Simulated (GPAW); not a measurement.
# Core-hole calculation of the As K edge in zinc-blende (GaAs)₁₋ₓ(AlAs)ₓ at x = 0.875, part 2 of 2

What does the As K edge look like in zinc-blende (GaAs)₁₋ₓ(AlAs)ₓ at x = 0.875?

GPAW 26.7.0; X-ray absorption from dipole matrix elements to empty bands, plane-wave PAW PBE.

So far. Step 3 (The field without a hole): The mesh shows a gap of 1.29 eV. The excited electron is kept all the same, so that all members of the series, with or without a gap, are treated alike.

## Step 5: Spectrum with XCH, As atom 2

The holes are 8.0 Å apart. In GPAW the data set carries the hole's charge, so charge=0 means a charged cell and charge=-1 a neutral one. The excited electron is kept in the cell, where it fills the lowest empty states and screens the hole. After the field has converged, empty bands are computed with the density fixed and the dipole matrix elements are summed.

The absorber has 4 Al at 2.45 Å (tetrahedral).

xas.py reads:

```python
import numpy as np
from ase import Atoms
from ase.parallel import parprint, paropen
from gpaw import GPAW, PW, FermiDirac, Mixer, MixerDif, setup_paths
from gpaw.test import gen
setup_paths.insert(0, '.')
gen('As', name='fch1s', xcname='PBE', corehole=(1, 0, 1), write_xml=True)
from gpaw.mpi import world
world.barrier()

atoms = Atoms('AlAsAlAsAlAsAlAsAlAsGaAsAlAsAlAs',
    cell=[[0, 5.66, 5.66],
     [5.66, 0, 5.66],
     [5.66, 5.66, 0]],
    scaled_positions=[[0.0002808, 0.001937, 0.9995426],
     [0.1247419, 0.1258816, 0.1262099],
     [0.9982493, 0.9986914, 0.5007593],
     [0.1222504, 0.1251919, 0.6249628],
     [0.0005899, 0.5007346, 0.001054],
     [0.1245286, 0.6269436, 0.1256708],
     [0.0014284, 0.499852, 0.5006417],
     [0.126711, 0.6242261, 0.6260706],
     [0.4995709, 0.000517, 0.0019493],
     [0.6254566, 0.1264079, 0.1246048],
     [0.4988933, 0.9998947, 0.5014555],
     [0.624021, 0.1257517, 0.627181],
     [0.499122, 0.5009025, 0.9996629],
     [0.6256745, 0.6257609, 0.1233462],
     [0.5016401, 0.5004315, 0.4979896],
     [0.6265952, 0.6231624, 0.6250912]],
    pbc=True)
atoms.calc = calc = GPAW(legacy_gpaw=True, mode=PW(400, force_complex_dtype=True), xc='PBE', setups={1: 'fch1s'},
    kpts={'size': (3, 3, 3), 'gamma': True}, occupations=FermiDirac(0.04),
    charge=-1, mixer=Mixer(0.1, 5, 50), maxiter=150,
    convergence={'density': 0.0001, 'eigenstates': 1e-6}, txt='scf.txt')
energy = atoms.get_potential_energy() + calc.get_reference_energy()
ef = calc.get_fermi_level()
out = dict(energy=energy, fermi=ef, forces=atoms.get_forces().tolist())
parprint(f'all-electron energy {energy:.4f} eV, Fermi level {ef:.4f} eV')
ev = np.array([[calc.get_eigenvalues(k, s) for k in range(len(calc.get_ibz_k_points()))] for s in range(calc.get_number_of_spins())])
out['homo'], out['lumo'], out['counts'] = ev[ev < ef].max(), ev[ev > ef].min(), sorted(set((ev < ef).sum((0, 2)).tolist()))
out['filled'] = (ev[:, 0] < ef).sum(1).tolist()

from ase.units import Ha
from gpaw.xas import dipole_matrix_elements
nb = int(calc.get_number_of_electrons() / 2) + 185
top, nb = nb, nb + 8 + nb // 12
nscf = calc.fixed_density(kpts={'size': (4, 4, 4), 'gamma': True}, nbands=nb,
    convergence={'bands': top, 'eigenstates': 5e-3}, maxiter=60, txt='nscf.txt')
cell = atoms.cell.array
ops = [cell.T @ U.T @ np.linalg.inv(cell.T) for U in nscf.wfs.kd.symmetry.op_scc]
filled = [32]  # bands filled in the ground state, by spin
E = np.arange(-6, 30, 0.1)
fwhm = np.interp(E, [4, 25], [2.14, 3.5])
Y, X, zero, highest = 0, 0, 1e9, 1e9
for spin in range(nscf.get_number_of_spins()):
    wfs = nscf.wfs
    mine = wfs.bd.get_slice()  # this rank's bands
    A = dipole_matrix_elements(wfs.setups[1])
    eps = np.zeros((wfs.kd.nibzkpts, nb))
    d = np.zeros((3, A.shape[1], wfs.kd.nibzkpts, nb), complex)
    for kpt in wfs.kpt_u:
        if kpt.s == spin and 1 in kpt.P_ani:
            eps[kpt.k, mine] = kpt.eps_n * Ha
            d[:, :, kpt.k, mine] = (kpt.weight * wfs.nspins / 2) ** 0.5 * np.inner(A, kpt.P_ani[1])
    world.sum(eps)
    world.sum(d)
    T = np.einsum('amkn,bmkn->abkn', d, d.conj()).real
    T = sum(np.einsum('ai,ijkn,bj->abkn', R, T, R) for R in ops) / len(ops)
    empty = np.ones_like(eps, bool) & (np.arange(nb) >= filled[spin])
    zero, highest = min(zero, eps[empty].min()), min(highest, eps[:, top - 1].min())
    lines = [(eps, T, empty)] if spin == 0 else lines + [(eps, T, empty)]
for eps, T, empty in lines:
    f = np.einsum('aakn->akn', T).reshape(3, -1)
    x = eps.ravel() - zero
    w = np.interp(x, E, fwhm) / 2.35482
    g = np.exp(-0.5 * ((E[:, None] - x) / w) ** 2) / (w * (2 * np.pi) ** 0.5)
    Y = Y + (f * empty.ravel()) @ g.T
    X = X + (f * ~empty.ravel()) @ g.T
out.update(E=E.round(2).tolist(), xas=Y.tolist(), xes=X.tolist(), zero=zero, valid=highest - zero, nk=len(eps), nb=nb)
for i in range(0, len(E), 10):
    parprint(f'{E[i]:7.2f}', *(f'{v:10.3e}' for v in Y[:, i]))
import json
with paropen('out.json', 'w') as f:
    json.dump(out, f)
```

Launch:

```console
OMP_NUM_THREADS=1 mpirun -n 4 gpaw python xas.py
```

Numbers of over 12 decimals in the logs are rounded to 6 here.

What it wrote:

```text
Input parameters:
  charge: -1
  convergence: {density: 0.0001,
                eigenstates: 1e-06}
  kpts: {gamma: True,
         size: (3, 3, 3)}
  maxiter: 150
  mixer: {backend: pulay,
          beta: 0.1,
          method: separate,
          nmaxold: 5,
          weight: 50}
  mode: {ecut: 400.0,
         force_complex_dtype: True,
         name: pw}
  occupations: {fixmagmom: False,
                name: fermi-dirac,
                width: 0.04}
  setups: {1: fch1s}
  xc: PBE

Initialize ...

[... PAW data sets ...]

Reference energy: -579220.818902  # eV

Spin-paired calculation

[... convergence settings ...]
Symmetries present (total): 1
  [... symmetry matrices ...]

27 k-points: 3 x 3 x 3 Monkhorst-Pack grid
14 k-points in the irreducible part of the Brillouin zone
       k-points in crystal coordinates                weights
   0:     0.00000000    0.00000000    0.00000000          1/27
   1:     0.00000000    0.00000000    0.33333333          2/27
   2:     0.00000000    0.33333333   -0.33333333          2/27
   3:     0.00000000    0.33333333    0.00000000          2/27
   4:     0.00000000    0.33333333    0.33333333          2/27
   5:     0.33333333   -0.33333333   -0.33333333          2/27
   6:     0.33333333   -0.33333333    0.00000000          2/27
   7:     0.33333333   -0.33333333    0.33333333          2/27
   8:     0.33333333    0.00000000   -0.33333333          2/27
   9:     0.33333333    0.00000000    0.00000000          2/27
          ...
  13:     0.33333333    0.33333333    0.33333333          2/27

Wave functions: Plane wave expansion
  Cutoff energy: 400.000 eV
  Number of coefficients (min, max): 6573, 6615
  Pulay-stress correction: 0.000000 eV/Ang^3 (de/decut=0.000000)
  Using FFTW library
  Wavefunction extrapolation:
    Improved wavefunction reuse through dual PAW basis

Occupation numbers: Fermi-Dirac:
  width: 0.0400  # eV

Eigensolver
   Davidson(niter=2)

Densities:
  Coarse grid: 40*40*40 grid
  Fine grid: 80*80*80 grid
  Total Charge: 0.000000

Density mixing:
  Method: separate
  Backend: pulay
  Linear mixing parameter: 0.1
  old densities: 5
  Width of damping distribution: 1.1
  Damping of long wavelength oscillations: 50

[... Hamiltonian set-up ...]
Number of atoms: 16
Number of atomic orbitals: 64
Number of bands in calculation: 43
Number of valence electrons: 65
Bands to converge: occupied

... initialized

Initializing position-dependent things.

Density initialized from atomic densities
Creating initial wave functions:
  43 bands from LCAO basis set

                                  Al

                                Ga
                             As
                                  Al
                    As
                      As Al

             As             As

                   As
         Al            Al
                    As
              Al         Al
            As

Atomic positions and initial magnetic moments

Positions:
   0 Al     5.668375    5.659000    0.012553    ( 0.0000,  0.0000,  0.0000)
   1 As     1.426838    1.420387    1.418529    ( 0.0000,  0.0000,  0.0000)
   2 Al     8.486891    8.484389   11.302684    ( 0.0000,  0.0000,  0.0000)
   3 As     4.245876    4.229227    1.400523    ( 0.0000,  0.0000,  0.0000)
   4 Al     2.840123    0.009304    2.837497    ( 0.0000,  0.0000,  0.0000)
   5 As     4.259798    1.416129    4.253333    ( 0.0000,  0.0000,  0.0000)
   6 Al     5.662794    2.841717    2.837247    ( 0.0000,  0.0000,  0.0000)
[...]
13 As     4.239946    4.239457    7.083124    ( 0.0000,  0.0000,  0.0000)
  14 Al     5.651063    5.657904    5.671725    ( 0.0000,  0.0000,  0.0000)
  15 As     7.065115    7.084545    7.073628    ( 0.0000,  0.0000,  0.0000)

Unit cell:
           periodic     x           y           z      points  spacing
  1. axis:    yes    0.000000    5.660000    5.660000    40     0.1634
  2. axis:    yes    5.660000    0.000000    5.660000    40     0.1634
  3. axis:    yes    5.660000    5.660000    0.000000    40     0.1634

  Lengths:   8.004449   8.004449   8.004449
  Angles:   60.000000  60.000000  60.000000

Effective grid spacing dv^(1/3) = 0.1783

iter:   1   -85.219319
iter:   2   -84.126252   -2.01  -0.84
iter:   3   -82.730744   -1.52  -0.88
iter:   4   -82.772984   -2.40  -1.15
iter:   5   -82.721446   -2.66  -1.23
iter:   6   -82.716524   -2.83  -1.85
iter:   7   -82.694629c  -3.34  -2.05
iter:   8   -82.694031c  -4.19  -2.57
iter:   9   -82.692865c  -4.49  -2.57
iter:  10   -82.692870c  -5.88  -2.96
iter:  11   -82.692742c  -5.71  -3.03
iter:  12   -82.692881c  -5.69  -3.25
iter:  13   -82.692825c  -7.14c -3.64
iter:  14   -82.692819c  -7.92c -3.90
iter:  15   -82.692839c  -7.69c -4.01c

Converged after 15 iterations.

Dipole moment: (-27.562258, -27.712926, -27.429880) |e|*Ang

Energy contributions relative to reference atoms: (reference = -579220.818902)

Kinetic:       +176.820824
Potential:     -160.249304
External:        +0.000000
XC:             -99.118029
Entropy (-ST):   -0.023811
Local:           -0.134425
SIC:             +0.000000
--------------------------
Free energy:    -82.704745
Extrapolated:   -82.692839

Showing only first 2 kpts
 Kpt  Band  Eigenvalues  Occupancy
  0    30      4.35945    2.00000
  0    31      4.38714    2.00000
  0    32      5.40573    2.00000
  0    33      5.74713    1.99994

  1    30      4.12710    2.00000
  1    31      4.13724    2.00000
  1    32      6.07892    1.78142
[...]
Fermi level: 6.16284

No gap
No difference between direct/indirect transitions

Forces in eV/Ang:
  0 Al   -0.51578   -0.56357   -0.53507
  1 As   -0.01728   -0.01845   -0.00016
  2 Al    0.57287    0.53315   -0.50975
  3 As    0.06082   -0.01529    0.04621
  4 Al    0.51307   -0.53051    0.52509
  5 As   -0.00370    0.06296   -0.00549
  6 Al    0.03521   -0.03305   -0.06706
[...]
13 As    0.00897    0.01504   -0.07203
 14 Al    0.04607    0.07952    0.01745
 15 As   -0.03648    0.03288   -0.03803
Scalar-relativistic atomic PBE calculation for As (Arsenic, Z=33)
Core hole in 1s state (1s occupation: 1.0)
600 radial gridpoints.
|------------------------------------------------|
|------------------------------------------------|
[... the atom generator's iteration count ...]

Energy contributions:
-------------------------
Kinetic:    +1851.248669
XC:           -73.531634
Potential:  -3600.166259
-------------------------
Total:      -1822.449223

state      eigenvalue         ekin         rmax
-----------------------------------------------
1s^1.0 :  -445.263957   560.000236        0.030
2s^2.0 :   -58.288052   111.893877        0.167
2p^6.0 :   -52.217924   110.227557        0.132
3s^2.0 :    -8.061247    26.339154        0.508
3p^6.0 :    -5.996830    24.149555        0.501
3d^10.0:    -2.360744    19.310469        0.452
4s^2.0 :    -0.971867     3.776914        1.511
4p^3.0 :    -0.567835     2.620394        1.753
-----------------------------------------------
(units: Bohr and Hartree)

Generating PAW setup
Kinetic energy of the core from tauc = 1855.494658136941
Cutoffs:
rc(s)=2.000
rc(p)=2.000
rc(d)=2.000
rc(vbar)=1.800
rc(comp)=2.000
rc(nct)=2.000

Kinetic energy of the core states: 1835.833659
Charge: 1.0
Core electrons: 27.0
Valence electrons: 5.0
Pseudo-core charge: 0.751850
Shape function alpha=2.500
Pseudo-electron charge 6.366203
state    eigenvalue         norm
--------------------------------
4s(2) :    -0.971867     1.258173
*s    :     0.028133
4p(3) :    -0.567835     1.032669
*p    :     0.432165
*d    :     0.000000
--------------------------------

Diagonalizing with gridspacing h=0.050

state   all-electron     PAW
-------------------------------
4s:      -0.971867    -0.972276
4p:      -0.567835    -0.568225
*d:                   -0.128592
*f:                   -0.019690
-------------------------------
all-electron energy -579303.5117 eV, Fermi level 6.1628 eV
[...]
27.00  1.017e-07  1.016e-07  1.014e-07
  28.00  7.962e-08  7.952e-08  7.938e-08
  29.00  6.477e-08  6.471e-08  6.465e-08
```

Run time: 6.1 min. Hardware: 4 MPI ranks of Arm Neoverse V2, shared host; peak memory 0.72 GiB.

The As K spectrum, As atom 2, excited-electron core hole (neutral cell) (energy from the bottom of the conduction band, which holds the excited electron; intensity scaled to a mean of 1 over the first 20 eV):

```csv
E (eV),intensity
-2.0,0.00
-1.4,0.01
-0.8,0.04
-0.2,0.14
0.4,0.34
1.0,0.62
1.6,0.86
2.2,1.01
2.8,1.13
3.4,1.28
4.0,1.36
4.6,1.33
5.2,1.29
5.8,1.34
6.4,1.38
7.0,1.33
7.6,1.21
8.2,1.11
8.8,1.03
9.4,0.94
10.0,0.85
10.6,0.81
11.2,0.83
11.8,0.90
12.4,0.98
13.0,1.01
13.6,0.98
14.2,0.90
14.8,0.84
15.4,0.84
16.0,0.89
16.6,0.95
17.2,0.97
17.8,0.96
18.4,0.92
19.0,0.91
19.6,0.92
20.2,0.93
20.8,0.93
21.4,0.90
22.0,0.86
22.6,0.84
23.2,0.87
23.8,0.95
24.4,1.04
25.0,1.10
25.6,1.11
26.2,1.06
26.8,0.96
```

Main maxima below 26 eV (height): 4.0 eV (1.36), 6.4 eV (1.38), 13.0 eV (1.01), 17.2 eV (0.97), 20.4 eV (0.94) and 25.4 eV (1.12). A K edge sees empty p states on the absorber.

The energy difference (zero at 11902 eV) isn't read as a photon energy: for so heavy an absorber the terms left out (the hole's spin, the functional's error) amount to tens of eV or more.

## Step 6: Reference energy of the cell

The absorbing element, whose data set is made anew, changes for the next run, so it gets a reference energy of its own.

scf.py reads:

```python
import numpy as np
from ase import Atoms
from ase.parallel import parprint, paropen
from gpaw import GPAW, PW, FermiDirac, Mixer, MixerDif, setup_paths
from gpaw.test import gen
setup_paths.insert(0, '.')
gen('Ga', name='nch1s', xcname='PBE', corehole=(1, 0, 0), write_xml=True)
from gpaw.mpi import world
world.barrier()

atoms = Atoms('AlAsAlAsAlAsAlAsAlAsGaAsAlAsAlAs',
    cell=[[0, 5.66, 5.66],
     [5.66, 0, 5.66],
     [5.66, 5.66, 0]],
    scaled_positions=[[0.0002808, 0.001937, 0.9995426],
     [0.1247419, 0.1258816, 0.1262099],
     [0.9982493, 0.9986914, 0.5007593],
     [0.1222504, 0.1251919, 0.6249628],
     [0.0005899, 0.5007346, 0.001054],
     [0.1245286, 0.6269436, 0.1256708],
     [0.0014284, 0.499852, 0.5006417],
     [0.126711, 0.6242261, 0.6260706],
     [0.4995709, 0.000517, 0.0019493],
     [0.6254566, 0.1264079, 0.1246048],
     [0.4988933, 0.9998947, 0.5014555],
     [0.624021, 0.1257517, 0.627181],
     [0.499122, 0.5009025, 0.9996629],
     [0.6256745, 0.6257609, 0.1233462],
     [0.5016401, 0.5004315, 0.4979896],
     [0.6265952, 0.6231624, 0.6250912]],
    pbc=True)
atoms.calc = calc = GPAW(legacy_gpaw=True, mode=PW(400, force_complex_dtype=True), xc='PBE', setups={10: 'nch1s'},
    kpts={'size': (3, 3, 3), 'gamma': True}, occupations=FermiDirac(0.02),
    charge=0, mixer=Mixer(0.1, 5, 50), maxiter=150,
    convergence={'density': 0.0001, 'eigenstates': 1e-6}, txt='scf.txt')
energy = atoms.get_potential_energy() + calc.get_reference_energy()
ef = calc.get_fermi_level()
out = dict(energy=energy, fermi=ef, forces=atoms.get_forces().tolist())
parprint(f'all-electron energy {energy:.4f} eV, Fermi level {ef:.4f} eV')
ev = np.array([[calc.get_eigenvalues(k, s) for k in range(len(calc.get_ibz_k_points()))] for s in range(calc.get_number_of_spins())])
out['homo'], out['lumo'], out['counts'] = ev[ev < ef].max(), ev[ev > ef].min(), sorted(set((ev < ef).sum((0, 2)).tolist()))
out['filled'] = (ev[:, 0] < ef).sum(1).tolist()
import json
with paropen('out.json', 'w') as f:
    json.dump(out, f)
```

Launch:

```console
OMP_NUM_THREADS=1 mpirun -n 4 gpaw python scf.py
```

What it wrote:

```text
Input parameters:
  convergence: {density: 0.0001,
                eigenstates: 1e-06}
  kpts: {gamma: True,
         size: (3, 3, 3)}
  maxiter: 150
  mixer: {backend: pulay,
          beta: 0.1,
          method: separate,
          nmaxold: 5,
          weight: 50}
  mode: {ecut: 400.0,
         force_complex_dtype: True,
         name: pw}
  occupations: {fixmagmom: False,
                name: fermi-dirac,
[...]
4s(2) :    -0.328732     1.135119
*s    :     0.671268
4p(1) :    -0.094810     1.011555
*p    :     0.905190
*d    :     0.000000
--------------------------------

Diagonalizing with gridspacing h=0.050

state   all-electron     PAW
-------------------------------
4s:      -0.328732    -0.328886
4p:      -0.094810    -0.094897
*d:                    0.028969
*f:                    0.063419
-------------------------------
all-electron energy -591205.9950 eV, Fermi level 4.8635 eV
[key lines of the parts left out:]
Converged after 16 iterations.
Dipole moment: (-26.542730, -26.640972, -26.404370) |e|*Ang
Free energy:    -73.571087
Fermi level: 4.86348
```

Wall time 37 s (4 MPI ranks); peak memory 0.32 GiB.

Reference energy: -591205.995 eV with the cores included.

## Step 7: Spectrum with XCH, Ga atom 11

The holes are 8.0 Å apart. The excited electron is kept in the cell, where it fills the lowest empty states and screens the hole. After the field has converged, empty bands are computed with the density fixed and the dipole matrix elements are summed.

The absorber has 4 As at 2.46 Å (tetrahedral).

Changes to xas.py since step 5:

```diff
@@ -6,3 +6,3 @@
 setup_paths.insert(0, '.')
-gen('As', name='fch1s', xcname='PBE', corehole=(1, 0, 1), write_xml=True)
+gen('Ga', name='fch1s', xcname='PBE', corehole=(1, 0, 1), write_xml=True)
 from gpaw.mpi import world
@@ -31,3 +31,3 @@
     pbc=True)
-atoms.calc = calc = GPAW(legacy_gpaw=True, mode=PW(400, force_complex_dtype=True), xc='PBE', setups={1: 'fch1s'},
+atoms.calc = calc = GPAW(legacy_gpaw=True, mode=PW(400, force_complex_dtype=True), xc='PBE', setups={10: 'fch1s'},
     kpts={'size': (3, 3, 3), 'gamma': True}, occupations=FermiDirac(0.04),
@@ -53,3 +53,3 @@
 E = np.arange(-6, 30, 0.1)
-fwhm = np.interp(E, [4, 25], [2.14, 3.5])
+fwhm = np.interp(E, [4, 25], [1.82, 3.5])
 Y, X, zero, highest = 0, 0, 1e9, 1e9
@@ -58,3 +58,3 @@
     mine = wfs.bd.get_slice()  # this rank's bands
-    A = dipole_matrix_elements(wfs.setups[1])
+    A = dipole_matrix_elements(wfs.setups[10])
     eps = np.zeros((wfs.kd.nibzkpts, nb))
@@ -62,5 +62,5 @@
     for kpt in wfs.kpt_u:
-        if kpt.s == spin and 1 in kpt.P_ani:
+        if kpt.s == spin and 10 in kpt.P_ani:
             eps[kpt.k, mine] = kpt.eps_n * Ha
-            d[:, :, kpt.k, mine] = (kpt.weight * wfs.nspins / 2) ** 0.5 * np.inner(A, kpt.P_ani[1])
+            d[:, :, kpt.k, mine] = (kpt.weight * wfs.nspins / 2) ** 0.5 * np.inner(A, kpt.P_ani[10])
     world.sum(eps)
```

Launch:

```console
OMP_NUM_THREADS=1 mpirun -n 4 gpaw python xas.py
```

What it wrote:

```text
Input parameters:
  charge: -1
  convergence: {density: 0.0001,
                eigenstates: 1e-06}
  kpts: {gamma: True,
         size: (3, 3, 3)}
  maxiter: 150
  mixer: {backend: pulay,
          beta: 0.1,
          method: separate,
          nmaxold: 5,
          weight: 50}
  mode: {ecut: 400.0,
         force_complex_dtype: True,
         name: pw}
  occupations: {fixmagmom: False,
[...]
*p    :     0.585016
*d    :     0.000000
--------------------------------

Diagonalizing with gridspacing h=0.050

state   all-electron     PAW
-------------------------------
4s:      -0.719303    -0.719529
4p:      -0.414984    -0.415179
*d:                   -0.111571
*f:                   -0.022852
-------------------------------
all-electron energy -580804.5185 eV, Fermi level 5.8928 eV
[...]
28.00  1.170e-07  1.170e-07  1.170e-07
  29.00  1.150e-07  1.149e-07  1.150e-07
[key lines of the parts left out:]
Converged after 16 iterations.
Dipole moment: (-26.741579, -26.778615, -26.601761) |e|*Ang
Free energy:    -81.534713
Fermi level: 5.89282
```

Run time: 6 min. Hardware: 4 MPI ranks; peak memory 0.7 GiB; 24 min of CPU time.

The Ga K spectrum, Ga atom 11, excited-electron core hole (neutral cell) (energy from the bottom of the conduction band, which holds the excited electron; intensity scaled to a mean of 1 over the first 20 eV):

```csv
E (eV),intensity
-2.0,0.00
-1.4,0.00
-0.8,0.01
-0.2,0.06
0.4,0.18
1.0,0.39
1.6,0.67
2.2,1.00
2.8,1.38
3.4,1.78
4.0,2.04
4.6,1.93
5.2,1.53
5.8,1.16
6.4,0.97
7.0,0.93
7.6,0.93
8.2,0.90
8.8,0.86
9.4,0.84
10.0,0.86
10.6,0.92
11.2,1.01
11.8,1.12
12.4,1.19
13.0,1.18
13.6,1.10
14.2,0.99
14.8,0.88
15.4,0.79
16.0,0.74
16.6,0.74
17.2,0.77
17.8,0.81
18.4,0.82
19.0,0.80
19.6,0.77
20.2,0.74
20.8,0.73
21.4,0.72
22.0,0.72
22.6,0.71
23.2,0.71
23.8,0.70
24.4,0.70
25.0,0.71
25.6,0.72
26.2,0.74
26.8,0.76
27.4,0.77
28.0,0.76
```

Main maxima below 27 eV (height): 4.2 eV (2.05), 12.6 eV (1.20) and 18.4 eV (0.82). 

The energy difference (zero at 10401 eV) isn't read as a photon energy: for so heavy an absorber the terms left out (the hole's spin, the functional's error) amount to tens of eV or more.

## Step 8: Results

```json
{"absorber and edge": "As K, atom 2 of the ground-state input (counted from 1)", "surroundings": "4 Al at 2.45 Å (tetrahedral)", "highest intensity below 24 eV": "6.4 eV above the zero, height 1.38"}
```

**Reading.** The As K edge of atom 2, with 4 Al at 2.45 Å (tetrahedral), has its highest intensity of the first 24 eV at 6.4 eV above the zero, 1.4 times the mean level of the first 20 eV (Gaussian full width 2.14 eV up to 4 eV, rising linearly to 3.5 eV at 25 eV). The script folds with a Gaussian, whereas the core hole's own line is a Lorentzian, so the onset is too steep and the first peak too high.

[Banner, clock and machine lines of the logs are left out without a mark of their own.]

[Logs are printed without paths, hosts, clocks, repeated set-up lines and the standing remarks that a program may print on its own settings, such as how far it seeks lower states.]

[Hosts, paths, dates, database ids (printed as entryN), source tags and the programs' standing remarks are cut or masked in the printed files.]

[Lists of maxima count a maximum above −3 eV only where it reaches 4 % of the highest in the window and stands out from its surroundings by 2 % of it (1.5 % where it reaches 55 %); shoulders and weaker maxima are passed over, and of the rest the first, up to two pre-edge ones and the few strongest are named.]
